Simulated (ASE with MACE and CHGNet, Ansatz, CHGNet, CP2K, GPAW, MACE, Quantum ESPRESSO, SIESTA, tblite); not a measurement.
# Running random packing of 41In2S3-59GeS2 (mol %) (84 atoms) with machine-learned potentials

Wanted: machine-learned potentials inputs and outputs for random packing of 41In2S3-59GeS2 (mol %) (84 atoms), checked against a plane-wave reference.

Calculated with ASE with MACE and CHGNet; the method is named at each step.

**1. The structure**

The cell holds 84 atoms: 18 In, 53 S and 13 Ge. Cell: a = 12.555 Å, b = 12.555 Å, c = 12.555 Å, α = 90.0°, β = 90.0°, γ = 90.0°. 84 atoms (18 In, 53 S, 13 Ge) packed at random in a cube at 3.95 g/cm³ and pushed apart as soft spheres, cations and anions kept from their own kind; a start for melting by ab initio MD, not an equilibrated structure. Then every atom was moved at random, 0.03 Å r.m.s. a Cartesian component.

The yardstick, on the same geometry:

| Property | Result |
| --- | --- |
| method | Kohn-Sham DFT, PBE, SSSP efficiency 1.3.0 pseudopotentials, plane waves (Quantum ESPRESSO 7.5); sssp-pbe-1.3.0-efficiency, cutoffs 45/360 Ry, Γ point |
| r.m.s. force component | 0.7479 eV/Å |
| longest force | 2.856 eV/Å |
| pressure | 2.369 GPa |
| time | 13 min on 4 MPI ranks of Arm Neoverse V2, shared host |
| CPU time | 54 min |

**2. MACE MP-0b3 medium potential**

Method: machine-learned interatomic potential MACE MP-0b3 medium, trained on PBE(+U) plane-wave data.

Contents of run.py:

```python
import numpy as np
from ase.io import read
import mlip  # loads the published weights by name

atoms = read("structure.xyz")
atoms.calc = mlip.calc("mace-mp-0b3-medium")
energy = atoms.get_potential_energy()
forces = atoms.get_forces()
print(f"energy {energy:.6f} eV")
print("forces (eV/A)")
for i, (a, f) in enumerate(zip(atoms, forces)):
    print(f"{i:4d} {a.symbol:2s} {f[0]:10.5f} {f[1]:10.5f} {f[2]:10.5f}")
stress = -atoms.get_stress(voigt=False) * 160.21766
print("stress (GPa, compression positive)")
for row in stress:
    print(" ".join(f"{x:10.4f}" for x in row))
```

Contents of structure.xyz:

```xyz
84
Lattice="12.55510 0.00000 0.00000 0.00000 12.55510 0.00000 0.00000 0.00000 12.55510" Properties=species:S:1:pos:R:3 pbc="T T T"
In 1.33574 7.44543 11.39049
In 0.11036 4.07200 6.57473
In 6.65420 6.14321 10.70347
In 6.11710 11.85026 5.63448
In 8.21669 4.52260 2.81071
In 0.31488 5.66499 2.70927
In 8.37990 1.97780 4.74332
In 2.63971 10.75859 8.36647
In 7.36319 10.26040 2.32520
In 8.58857 7.76207 4.06396
In 4.75537 1.12381 11.40982
In 10.51100 6.38502 7.27907
In 7.53921 7.47882 7.24705
In 1.02512 2.54479 3.65404
In 4.00370 3.68467 3.32534
In 9.85902 9.16422 9.07332
In 10.96713 2.33889 1.27397
In 12.09847 1.02086 6.05784
S 10.35997 4.30088 12.20481
S 2.15609 4.21462 5.30302
S 3.51430 1.90122 9.47094
S 11.47762 6.70731 4.65254
S 12.08340 9.58820 8.34312
S 8.04807 10.76889 8.62987
S 8.38932 9.40025 11.44724
S 11.39652 3.54744 3.36816
S 4.29259 4.98048 8.92404
S 0.82776 3.52484 9.00000
S 1.28665 1.32218 0.15091
S 8.91826 2.25992 7.10204
S 10.87259 0.62173 11.53362
S 4.42279 11.40355 9.94515
S 10.12506 9.57364 4.69774
S 4.75801 7.93821 3.82918
S 4.56277 7.55101 7.01039
S 5.02317 2.82289 0.59900
S 8.56208 2.07423 2.35182
S 9.39147 11.45502 1.24019
S 2.25163 0.53874 3.80043
S 11.61761 12.34330 3.93364
S 12.43018 10.64572 1.43668
S 7.35189 5.12462 7.80827
S 6.43148 0.99462 8.65147
S 8.10256 2.35107 11.02614
S 12.33664 6.64717 0.57578
S 0.29994 6.44089 7.68887
S 4.75600 2.68240 6.44667
S 2.01710 8.32466 2.06092
S 5.32838 11.05238 3.45604
S 5.75111 8.44933 9.89342
S 6.84793 8.10356 1.43643
S 10.61509 7.35402 10.44258
S 3.95825 12.34719 0.84747
S 3.78524 10.59311 6.25683
S 2.40807 4.90616 11.43506
S 9.58808 6.36104 2.09946
[... 24 atom lines left out ...]
Ge 0.32744 8.42535 6.67278
Ge 0.95306 0.60917 9.33158
Ge 11.39865 2.64097 9.57038
Ge 10.63630 9.91916 11.98372
```

Started as:

```bash
> OMP_NUM_THREADS=1 python run.py > output.txt
```

The program printed:

```text
energy -302.675017 eV
forces (eV/A)
   0 In    0.72286   -0.69034    0.44386
   1 In   -0.59478   -0.47936    0.70124
   2 In   -0.51107    0.07749   -1.11424
   3 In   -1.40364    0.43018    1.16422
   4 In    0.90050   -0.32880   -1.25291
   5 In   -0.00040    0.32491    0.96699
   6 In   -0.33702    0.85554    1.57120
   7 In    0.64994   -1.21897    1.05019
   8 In    0.68114    0.35464   -0.34182
   9 In    0.29919   -0.07465   -0.71636
  10 In   -0.46702   -0.11106   -0.94262
  11 In   -1.88159   -0.17148    0.06632
  12 In    0.02626    0.07889    0.20945
  13 In    0.00642   -1.19301    0.56496
  14 In    0.89194   -1.13255    0.95042
  15 In   -1.24905   -1.17972   -0.01438
  16 In   -0.28917   -1.00539   -1.69657
  17 In   -0.86835    1.05374   -0.41270
  18 S     0.60883   -1.04801   -0.03055
  19 S     1.05907    0.02522   -0.59782
  20 S    -0.76175    0.14931   -0.58146
  21 S     0.13079    0.39933   -0.02443
  22 S     0.86716    1.21370   -0.39333
  23 S    -0.65881   -0.50511   -2.04490
[...]
76 Ge   -1.15592    1.22696    1.43965
  77 Ge   -1.24629   -1.13923    0.54570
  78 Ge   -0.17866    0.75389    0.10975
  79 Ge    0.72399    0.46118   -0.28481
  80 Ge    0.38505   -0.85530   -1.88612
  81 Ge    0.58211    0.51836    0.63037
  82 Ge   -0.70455   -0.67691    0.54689
  83 Ge    0.07792    0.73822    1.08674
stress (GPa, compression positive)
    2.1785     0.6976    -0.1310
    0.6976     1.7220    -0.5381
   -0.1310    -0.5381     3.0287
```

Elapsed: 6.9 s, on 1 thread of Arm Neoverse V2, shared host; peak memory 0.86 GiB.

Banners, paths, timers and routine set-up lines are dropped from the logs unmarked, and long logs keep their key lines alone; longer cuts are marked.

Numbers from this run, and their distance from the reference:

* r.m.s. force component: 0.7239 eV/Å
* r.m.s. difference of force components: 231.3 meV/Å
* longest difference of force vectors: 773.2 meV/Å
* force difference over r.m.s. force: 30.93 %
* slope of forces against the reference's: 0.9206
* correlation of force components: 0.9511
* pressure: 2.31 GPa
* pressure difference: -0.059 GPa

Length of the force difference by element (eV/Å):

```csv
element,atoms,mean,most
Ge,13,0.37,0.77
In,18,0.34,0.57
S,53,0.37,0.71
```

The surroundings of S40, which has 1 bonded neighbour where the commonest count for S is 2, nearest first, numbered as they follow in the input and with coordinates relative to it.

```
atom      x      y      z  distance (Å)  bonds     Fx     Fy  Fz (eV/Å)
 S40   0.00   0.00   0.00          0.00      1   0.37   0.03      -0.42
In18   0.48   1.23   2.12          2.50      3  -0.87   1.05      -0.41
 S41   0.81  -1.70  -2.50          3.13      2   0.53   0.02       0.17
 S33  -1.49  -2.77   0.76          3.24      1   0.29   0.18       0.00
 S39   3.19   0.75  -0.13          3.28      1   0.03  -0.89      -0.03
 S64  -1.13  -0.38   3.09          3.31      2  -0.15  -0.62       0.23
In14   1.96   2.76  -0.28          3.40      4   0.01  -1.19       0.56
 S62  -3.47  -0.16   0.46          3.50      3   1.10  -1.04       0.16
 S38  -2.23  -0.89  -2.69          3.61      2  -0.02  -0.65      -0.02
```

Atoms are counted from 1 here, from 0 in the log.

Forces lie 31 % from the reference's, at 0.0021 times its CPU time (on 1 against 4 cores).

**3. CHGNet 0.3.0 potential**

Method: machine-learned interatomic potential CHGNet 0.3.0, trained on PBE(+U) plane-wave data.

run.py: that of step 2 with these lines changed.

```diff
@@ -5,3 +5,3 @@
 atoms = read("structure.xyz")
-atoms.calc = mlip.calc("mace-mp-0b3-medium")
+atoms.calc = mlip.calc("chgnet-0.3.0")
 energy = atoms.get_potential_energy()
```

structure.xyz is that of step 2.

The program printed:

```text
CHGNet v0.3.0 initialized with 412,525 parameters
CHGNet will run on cpu
energy -343.894897 eV
forces (eV/A)
   0 In    0.44031   -0.67810   -0.04526
   1 In   -0.18865    0.07003    0.39461
   2 In   -0.53687    0.10188   -1.30847
   3 In   -1.30429    0.39315    1.02695
   4 In    0.85489    0.11234   -0.82575
   5 In   -0.32746    0.85179    1.03348
   6 In   -0.09615    0.53205    1.67934
   7 In    1.07301   -2.03200    0.18912
   8 In    0.72915    0.57547   -0.14569
   9 In    0.62017   -0.13203   -0.54373
  10 In   -0.28854    0.33634   -0.91561
  11 In   -1.60333   -0.60634   -0.59858
  12 In   -0.91189    0.00511    0.06240
  13 In   -0.12360   -1.38147    0.73200
  14 In    1.07681   -1.50983    1.11465
  15 In   -0.85607   -0.84043    0.26607
  16 In   -0.06360   -0.80250   -2.04371
  17 In   -1.02337   -0.07677   -1.16166
  18 S     0.85932   -1.25334    0.06099
  19 S     0.56596    0.02807    0.04376
  20 S    -1.17854   -0.20677   -0.70587
  21 S     0.38177    0.44396    0.25031
  22 S     1.10384    1.47170    0.10754
  23 S    -0.54890   -0.74942   -2.05430
[...]
76 Ge   -0.61135    1.09036    1.32808
  77 Ge   -1.58910   -0.80391    0.74450
  78 Ge   -0.19356    0.34775    0.35180
  79 Ge    0.63474    0.06548    0.11855
  80 Ge    0.92238   -1.26194   -2.78136
  81 Ge    1.32534    1.58353    0.68040
  82 Ge   -0.76181    0.03701    0.63979
  83 Ge   -0.43034    0.75755    1.38112
stress (GPa, compression positive)
    2.2680     0.3183     0.1474
    0.3183     1.5993    -0.3372
    0.1474    -0.3372     2.5387
```

Elapsed: 2.8 s, on 1 thread; peak memory 0.66 GiB.

Against the reference:

```yaml
r_m_s_force_component: 0.729 eV/Å
r_m_s_difference_of_force_components: 356.9 meV/Å
longest_difference_of_force_vectors: 1174 meV/Å
force_difference_over_r_m_s_force: 47.72 %
slope_of_forces_against_the_reference_s: 0.8612
correlation_of_force_components: 0.8835
pressure: 2.135 GPa
pressure_difference: -0.2334 GPa
```

Against the first run (31 %), the force difference from the reference is 48 %, at 0.41 times the CPU time.

**4. MACE MP-0b2 small potential**

Method: machine-learned interatomic potential MACE MP-0b2 small, trained on PBE(+U) plane-wave data.

run.py: that of step 3 with these lines changed.

```diff
@@ -5,3 +5,3 @@
 atoms = read("structure.xyz")
-atoms.calc = mlip.calc("chgnet-0.3.0")
+atoms.calc = mlip.calc("mace-mp-0b2-small")
 energy = atoms.get_potential_energy()
```

structure.xyz is that of step 3.

The program printed:

```text
energy -302.924215 eV
forces (eV/A)
   0 In    0.98362   -0.42900    0.32920
   1 In   -0.50558   -0.14958    0.30664
   2 In   -0.50420   -0.24638   -1.44321
   3 In   -1.31990    0.31392    1.46974
   4 In    0.76568   -0.10942   -1.07612
   5 In    0.04764    0.33641    1.50346
   6 In   -0.43396    0.87141    1.55302
   7 In    0.81821   -1.70288    0.94050
   8 In    0.81895    0.61519   -0.29605
   9 In    0.51869   -0.53692   -0.63700
  10 In   -0.39237   -0.37682   -1.28150
  11 In   -1.76049   -0.43439    0.01997
  12 In    0.07949    0.41835    0.52891
  13 In    0.29553   -0.65969    0.90692
  14 In    0.93479   -1.35977    1.10397
  15 In   -1.25123   -1.19916   -0.20482
  16 In   -0.46843   -0.94179   -1.70381
  17 In   -0.77309    1.09039   -0.34091
  18 S     0.74502   -0.84613    0.18294
  19 S     0.47206   -0.52239   -0.91385
  20 S    -0.96961   -0.07482   -0.72349
  21 S     0.29166    0.47546    0.31791
  22 S     0.65226    1.49279   -0.48610
  23 S    -0.68143   -0.68531   -2.32596
[...]
76 Ge   -1.40709    1.67443    1.77453
  77 Ge   -2.04984   -1.31688    0.53703
  78 Ge   -0.07827    0.63345    0.43757
  79 Ge    0.90323    0.65472   -0.42191
  80 Ge    1.46980   -1.23330   -2.75404
  81 Ge    1.12186    0.58035    0.71348
  82 Ge   -0.96357   -0.16711    0.44260
  83 Ge    0.24315    0.60351    1.19141
stress (GPa, compression positive)
    3.0510     0.7299    -0.0431
    0.7299     2.3983    -1.0466
   -0.0431    -1.0466     3.7546
```

It took 5.3 s on 1 thread; peak memory 0.67 GiB.

Compared with the plane-wave run:

| Item | Value |
| --- | --- |
| r.m.s. force component | 0.7965 eV/Å |
| r.m.s. difference of force components | 299.5 meV/Å |
| longest difference of force vectors | 1278 meV/Å |
| force difference over r.m.s. force | 40.04 % |
| slope of forces against the reference's | 0.987 |
| correlation of force components | 0.9267 |
| pressure | 3.068 GPa |
| pressure difference | 0.6993 GPa |

Against the first run (31 %), the force difference from the reference is 40 %, at 0.78 times the CPU time.

**5. The ladder**

Differences are against the plane-wave reference, forces as r.m.s. over components; share is that over the reference's r.m.s. force, slope the least-squares factor from reference forces to these. Total energies of different programs have different zeros and aren't compared.

| run | Δ force, r.m.s. (meV/Å) | share (%) | slope | Δ pressure (GPa) | cores | CPU time | memory (GiB) |
| --- | --- | --- | --- | --- | --- | --- | --- |
| reference | - | - | - | - | 4 | 54 min | 5.5 |
| MACE MP-0b3 medium potential | 231 | 30.9 | 0.921 | -0.059 | 1 | 6.8 s | 0.86 |
| CHGNet 0.3.0 potential | 357 | 47.7 | 0.861 | -0.233 | 1 | 2.8 s | 0.66 |
| MACE MP-0b2 small potential | 299 | 40.0 | 0.987 | 0.699 | 1 | 5.3 s | 0.67 |

Times of the machine-learned potentials are mostly Python's start and the loading of weights.

CPU time is summed over cores on a shared host, where runs went side by side, so it is rough. Symmetry, cutoffs, thresholds, outputs and thread counts weren't matched or tuned between programs; memory under MPI is the largest rank's times the ranks.

**6. Summary of results**

```
nearest in forces : MACE MP-0b3 medium potential, 31 %
its CPU time      : 6.8 s
```

Machine-learned potentials differ by 31 % (MACE MP-0b3 medium potential) to 48 % (CHGNet 0.3.0 potential); they were trained on other programs' data. The reference's pressure holds the uncorrected Pulay stress of its 45 Ry basis, so small pressure differences, and their order, may be the reference's own error. Machine-learned potentials mimic data converged in k, so the reference's own k-point error enters their differences. The reference's pressure of 2.4 GPa belongs to a cell and atoms that aren't relaxed at this level. The electronic-structure runs sample only Γ, in a cell whose shortest periodic width is 13 Å, which is coarse for a cell with partly filled levels.

[Also dropped from logs without a mark: logging warnings of Python, and SIESTA's first energy breakdown and zero terms.]

[Logs are printed without paths, hosts, clocks, repeated set-up lines and the standing remarks that a program may print on its own settings, such as how far it seeks lower states.]

[Hosts, paths, dates, database ids (printed as entryN), source tags and the programs' standing remarks are cut or masked in the printed files.]
